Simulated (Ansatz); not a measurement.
# Relaxing a frame of liquid (Cs,Na,Li)Br from 1500 K (90 atoms), part 3 of 3

Wanted: the relaxed structure of a frame of liquid (Cs,Na,Li)Br from 1500 K (90 atoms) and its electronic structure.

Ansatz 0.2.0; Kohn-Sham DFT, PBE, PAW (set soft_2), plane waves.

The cell: 12 Cs, 17 Na, 16 Li and 45 Br. The starting topology of bonds comes from the classical model. The ion parameters were fitted for water, not for melts. Only the Γ point is sampled, in a cell whose shortest periodic width is 17 Å. Spin–orbit coupling is left out.

So far, density (g/cm³): step 4 (distances and neighbours after relaxation) 1.99.

### 5. Single point at the relaxed geometry

One more single point at the end of the walk gives the fuller output and checks the residual forces.

Input file input.yaml:

```yaml
crystal:
  lattice:
    - [16.80376, 0.0, 0.0]
    - [0.0, 16.80376, 0.0]
    - [0.0, 0.0, 16.80376]
  atoms:
    - { symbol: Cs, position: [0.42048, 0.03475, 0.54038] }
    - { symbol: Cs, position: [0.20775, 0.74398, 0.34006] }
    - { symbol: Cs, position: [0.12287, 0.22411, 0.09155] }
    - { symbol: Cs, position: [0.65434, 0.21517, 0.42476] }
    [... 80 atom lines left out ...]
    - { symbol: Br, position: [0.23747, 0.56508, 0.21608] }
    - { symbol: Br, position: [0.07398, 0.03185, 0.1807] }
    - { symbol: Br, position: [0.97918, 0.39317, 0.57659] }
    - { symbol: Br, position: [0.53982, 0.18786, 0.13367] }
    - { symbol: Br, position: [0.35803, 0.60642, 0.7702] }
    - { symbol: Br, position: [0.54567, 0.85774, 0.55253] }
kpoints:
  mp_grid: { grid: [1, 1, 1] }
hamiltonian:
  xc: pbe
scf:
  occupations: { method: fixed }
output:
  forces: true
  stress: true
  populations: true
  dos:
    method: { smearing: { sigma: 0.1 } }
    de: 0.1
    projected: { site_lists: { Br: [Br], Cs: [Cs], Li: [Li], Na: [Na] } }
  eigenvalues: true
  write_density: true
  write_potential: true
  volumetric_format: npy
  elf: true
```

Launch:

```console
$ ansatz run input.yaml --threads 4 --pin off --max-ram 8192MiB --backend cpu --events-out ev --progress --plain --runs-dir out
```

Numbers of over 12 decimals in the logs are rounded to 6 here.

What it wrote:

```text
[...]
Crystal: 90 atoms, lattice volume = 4744.816 Å³
Basis set: ecut = 420 eV, 92589 PW (Γ), exchange–correlation on 240×240×240 points (8 copies of the dense FFT grid, shifted against one another)
Bands: 402, of which v1, the nominal top of the filled ones, is band 312 counted from 1 (311 counted from 0)
Symmetry: 1 space group operations
[...]
k-points: 1
[...]
SCF iter   1: F=—  HF=-221973.738723 eV  |F-HF|=—  |Δ(HF+E_count)|=         —  Δρ=7.71e-4  dr2=1.31e-1  ethr=1.77e-3  ⟨swp⟩=6.0  Hψ=1297  notcnv=0  defer=83
[...]
SCF iter   7: F=-221973.715612 eV  HF=-221973.715612 eV  |F-HF|=2.07e-8  |Δ(HF+E_count)|=   5.49e-8  Δρ=5.22e-7  dr2=1.50e-8  ethr=1.60e-11  ⟨swp⟩=28.0  Hψ=4568  notcnv=0
SCF 1 converged in 7 iterations: F = -221973.715612 eV  dr2 = 1.50e-8
[...]
WARN: The output density's exchange-correlation potential varies sharply where the density is thin. Do not read a vacuum level from v_tot or v_xc, or from such a field of the output density. On a cell that repeats whose density bears no net charge and no dipole along the vacuum's axis use v_es (v_loc + v_h of the components); [...]
SCF converged after 7 iterations
Free energy (F): -221973.715612 eV
[...]
Internal energy: -221973.715612 eV  (E = F + TS)
E sigma→0 (E₀):  -221973.715612 eV
Fermi energy:    -1.264686 eV
[...]
--- Forces (eV/Å), atoms counted from 1 ---
  atom   1  Cs     0.00386056     0.01100791    -0.00540425
  atom   2  Cs    -0.00014470    -0.00541809    -0.00871625
  atom   3  Cs     0.00395097    -0.00931534     0.00300302
  atom   4  Cs    -0.01055172    -0.01028558    -0.01046148
  atom   5  Cs    -0.00442005     0.00346399     0.00206794
  atom   6  Cs     0.00285379     0.00230163     0.00124892
  atom   7  Cs    -0.00235982     0.00488853    -0.03641639
  atom   8  Cs    -0.01187824    -0.01418527    -0.00841688
  atom   9  Cs     0.00702248     0.02190992    -0.00170731
  atom  10  Cs     0.00187747    -0.00289231     0.01309067
  atom  11  Cs    -0.00269380    -0.02508760    -0.01288126
  atom  12  Cs     0.00492557     0.00466735     0.00042322
  atom  13  Na    -0.01297836    -0.00090545     0.00928704
  atom  14  Na     0.00373563     0.00610185     0.00184159
[...]
atom  89  Br     0.00418207     0.00478296    -0.01376325
  atom  90  Br     0.00145148    -0.01518924     0.00013986
  max |Σ_I F_I| component: 2.15e-5 eV/Å
--- Stress (GPa, compression-positive) ---
       -0.372344      -0.041587      -0.071025
       -0.041587      -0.361749      -0.078905
       -0.071025      -0.078905      -0.222426
  P = ⅓ Tr σ = -0.3188 GPa (-3.188 kbar)
--- Band table (eV) ---
[...]
--- Löwdin populations: 90 sites ---
  site symbol       q [e]
     0     Cs      8.2236
     1     Cs      8.1869
     2     Cs      8.1798
[...]
89     Br      7.7056
  spilling = 0.003930 (of n_electrons = 624.000000)
```

Elapsed: 70 s, on 4 threads of Arm Neoverse V2, shared host; peak memory 5.4 GiB.

The program notes that the exchange-correlation potential is rough where the density is thin.

Numbers from this run:

* free energy: -221973.7156 eV
* free energy per atom: -2466.3746 eV/atom
* SCF cycles: 7
* pressure: -0.3188 GPa
* r.m.s. force component: 0.00915 eV/Å
* longest force: 0.05576 eV/Å
* Fermi energy: -1.265 eV
* gap (highest filled to lowest empty level): 3.491 eV
* spilling of the projection: 0.00393

Löwdin charges by element and coordination (they lack the spilled electrons, 0.027 e an atom on average):

| element | coordination | atoms | mean charge (e) | spread | least | most |
| --- | --- | --- | --- | --- | --- | --- |
| Br | all | 45 | -0.662 | 0.0254 | -0.735 | -0.618 |
| Br | 3 | 14 | -0.671 | 0.0303 | -0.735 | -0.631 |
| Br | 4 | 25 | -0.658 | 0.0231 | -0.706 | -0.618 |
| Br | 5 | 6 | -0.658 | 0.0145 | -0.685 | -0.641 |
| Cs | all | 12 | 0.817 | 0.0173 | 0.776 | 0.836 |
| Cs | 3 | 1 | 0.836 | 0 | 0.836 | 0.836 |
| Cs | 4 | 5 | 0.825 | 0.0092 | 0.811 | 0.836 |
| Cs | 5 | 4 | 0.814 | 0.0143 | 0.797 | 0.834 |
| Cs | 6 | 2 | 0.795 | 0.0183 | 0.776 | 0.813 |
| Li | all | 16 | 0.660 | 0.0175 | 0.628 | 0.683 |
| Li | 3 | 11 | 0.671 | 0.0067 | 0.660 | 0.683 |
| Li | 4 | 5 | 0.636 | 0.0074 | 0.628 | 0.645 |
| Na | all | 17 | 0.698 | 0.0221 | 0.650 | 0.744 |
| Na | 3 | 5 | 0.723 | 0.0134 | 0.703 | 0.744 |
| Na | 4 | 11 | 0.692 | 0.0123 | 0.679 | 0.727 |
| Na | 5 | 1 | 0.650 | 0 | 0.650 | 0.650 |

Density of states as counts of states in windows of 1 eV (from the Fermi level), total and the larger projections:

```csv
from (eV),to (eV),total,Br p,Cs p
-10,-8,0.0,0.0,0.0
-8,-7,47.3,0.4,46.7
-7,-6,24.7,0.3,24.3
-6,-3,0.0,0.0,0.0
-3,-2,12.6,11.2,0.0
-2,-1,123.0,116.0,0.3
-1,0,133.3,130.3,0.5
0,1,1.1,1.1,0.0
1,3,0.0,0.0,0.0
3,4,2.0,0.0,0.0
4,5,27.1,1.6,0.0
```

With fixed occupations the program's Fermi level is the highest filled level; weight inside the gap is the broadening of levels at its edges.

Between -26 and -10 eV lie 216 more states.

About 67 of the 624 electrons lie in deeper levels, below the stored range.

The levels nearest the highest filled one (over half full), pooled over k-points and spins:

| level less the highest filled one (eV) | occupation |
| --- | --- |
| -0.302 | 2 |
| -0.301 | 2 |
| -0.268 | 2 |
| -0.242 | 2 |
| -0.167 | 2 |
| 0 | 2 |
| 3.49 | 0 |
| 4.17 | 0 |
| 4.21 | 0 |
| 4.28 | 0 |
| 4.34 | 0 |
| 4.42 | 0 |

ELF in the ab plane at fractional z = 0.073, with atoms of Cs and Na and Li and Br within 0.2 Å of it. It is the smooth field of the valence electrons, not physical close to the nuclei.

Ten even steps from '0' (0.00) to '9' (0.88), each cell a mean:
```
21000000000133321000000000001244320000000001
65300000000000000000000000000000000000001235
87410146765210000000000000001111100000001478
53102689998631000000000001245777642000000235
02412899998741000000000002479999986300000000
21411688886310000011000002589943898400146776
96200233211220003444420000148999996201699889
98510000026565027898873024421455530003898107
97300000014552069856995055461011110002689889
42000000000000389612797114420467765200135676
00000000000000258999986200015899987300000000
00000000000000001456542000136789985100133310
00000000000001320000000000012345422530367652
10000000000000110000000000000000005970267763
00000000000000001221000000001346653200023432
00001110000100000110000000014789999851000000
00257875200111000000001110003799999873000000
04799899720000012310145665201479998752000000
26997259950000165551278998630023443210000000
14799999720000045540389999840011100000000000
00135664100001000000368887411589986300000000
00000000001345542000134552017974599730000000
01333210014677764100001100038972499720000000
00123310003666643100000000026899996200000000
```
Columns run along a (16.8 Å), rows up along b (16.8 Å). Atoms in or near the plane, at fractional coordinates: Cs at (0.72, 0.07), Na at (0.38, 0.21), Na at (0.59, 0.64), Na at (0.26, 0.67), Li at (0.80, 0.44), Br at (0.42, 0.61), Br at (0.95, 0.68).

Electrostatic potential energy in the ab plane at fractional z = 0.073, with atoms of Cs and Na and Li and Br within 0.2 Å of it. With pseudopotentials it is smooth inside the atoms' cores, unlike the true potential.

Ten even steps from '0' (-29 eV) to '9' (5 eV), each cell a mean:
```
89999988788999999999999999999988899999998888
89999998888999999999999999999999999999999888
99999999999999999999999999999999999999999999
98889988889999999999999999999999999999999999
85358876689999999999999999999633589999999999
85358888889999999999999999997100069999999998
78889999987668899999999998898633588899985224
59999999871004899888999874368999988788860000
89999999874226887200378730017899998889985224
99999999998888985000068874468999999999999999
99999999999999998644799998899988899999999999
99999999999998888999999999999998899999999999
99999999999987667899999999999999985357999999
99999999999988778899999999999999973026899999
99999999999999999999999999999999988788999999
99999999999999999999999999999997568999999999
99987778999999999999999999999984016999999999
98742113789999876678999999999988779999999999
98621111589998730027999889999999999999999999
98752124789999852258998778999999999999999999
99988788999999988889999999998754568999999999
99999999999999999999999999997311115899999999
99999999999999999999999999987211114899999999
99999999899999999999999999998743357899999999
```
Columns run along a (16.8 Å; values clipped at the 3rd and 97th percentile), rows up along b (16.8 Å). Atoms in or near the plane, at fractional coordinates: Cs at (0.72, 0.07), Na at (0.38, 0.21), Na at (0.59, 0.64), Na at (0.26, 0.67), Li at (0.80, 0.44), Br at (0.42, 0.61), Br at (0.95, 0.68).

Mean Löwdin charges: Br -0.66, Cs +0.82, Li +0.66, Na +0.70 e (they miss 0.39 % of the electrons, so they add up to more than the cell's charge).

Local excerpt of 14 atoms (numbers count through the whole input) about Cs12, one of the 12 Cs atoms; x, y, z are measured from there.

```csv
atom,x,y,z,distance (Å),bonds,Löwdin charge (e)
Cs12,0.00,0.00,0.00,0.00,4,0.83
Br89,-1.62,-1.12,2.92,3.53,4,-0.65
Br90,1.53,3.10,-0.73,3.54,4,-0.71
Br66,-3.02,1.62,-0.90,3.55,4,-0.66
Br51,-0.69,-3.81,-0.38,3.89,4,-0.66
Na13,-2.75,-3.38,1.57,4.63,4,0.69
Br62,4.75,0.01,0.84,4.82,3,-0.71
Li42,-5.09,0.18,-0.68,5.14,4,0.63
Na15,2.07,-4.68,0.43,5.14,4,0.70
Li33,-4.03,-0.31,3.39,5.28,4,0.65
Li30,-3.20,3.73,2.11,5.35,3,0.66
Cs5,3.65,3.34,2.06,5.36,4,0.84
Na20,2.70,3.50,-3.18,5.44,3,0.70
Br46,-5.15,-1.64,1.24,5.55,4,-0.62
```

The column of bonds counts only the pairs Br-Na within 3.35 Å, Br-Li within 3.18 Å, Br-Cs within 4.28 Å; other neighbours, such as metal atoms beside each other in a compound, aren't counted, and periodic images can show an atom twice.

### 6. Results

```json
{"energy change in the relaxation": "-152.1 meV/atom", "r.m.s. displacement": "1.395 Å", "largest displacement": "3.18 Å", "free energy per atom": "-2466.3746 eV/atom", "pressure": "-0.3188 GPa", "r.m.s. force component": "0.00915 eV/Å", "gap (highest filled to lowest empty level)": "3.491 eV", "wall time of the 3 DFT runs": "18 min"}
```

**Reading.** Relaxation lowers the energy by 152 meV/atom and moves atoms by 1.4 Å r.m.s.; the r.m.s. force component goes from 0.37 to 0.0092 eV/Å, the pressure goes from -0.30 to -0.32 GPa, and the gap from 2.33 to 3.49 eV. By the final cutoffs 12 of 144 bonded pairs parted and 40 joined. From the first step to the last the energy fell by 13.691 eV, and the largest move was 3.18 Å (Br59, with 1 other atom within 2 % of it). The Br-Cs bonds change most in mean length: from 3.496 Å (spread 0.298) to 3.710 Å (spread 0.161), and their number from 45 to 55. With the cutoffs above, 56 % of Br atoms have 4, 42 % of Cs atoms have 4, 69 % of Li atoms have 3 and 65 % of Na atoms have 4 bonded neighbours. Between filled and empty levels lie 3.49 eV (at Γ alone); a semilocal functional tends to put such gaps too low. In a disordered cell it changes from sample to sample and from frame to frame.

Caveats: The starting topology of bonds comes from the classical model; in DFT 12 of its 144 bonded pairs passed out of the cutoffs and 40 came within them.

[Logs are printed without paths, hosts, clocks, repeated set-up lines and the standing remarks that a program may print on its own settings, such as how far it seeks lower states.]

[Hosts, paths, dates, database ids (printed as entryN), source tags and the programs' standing remarks are cut or masked in the printed files.]
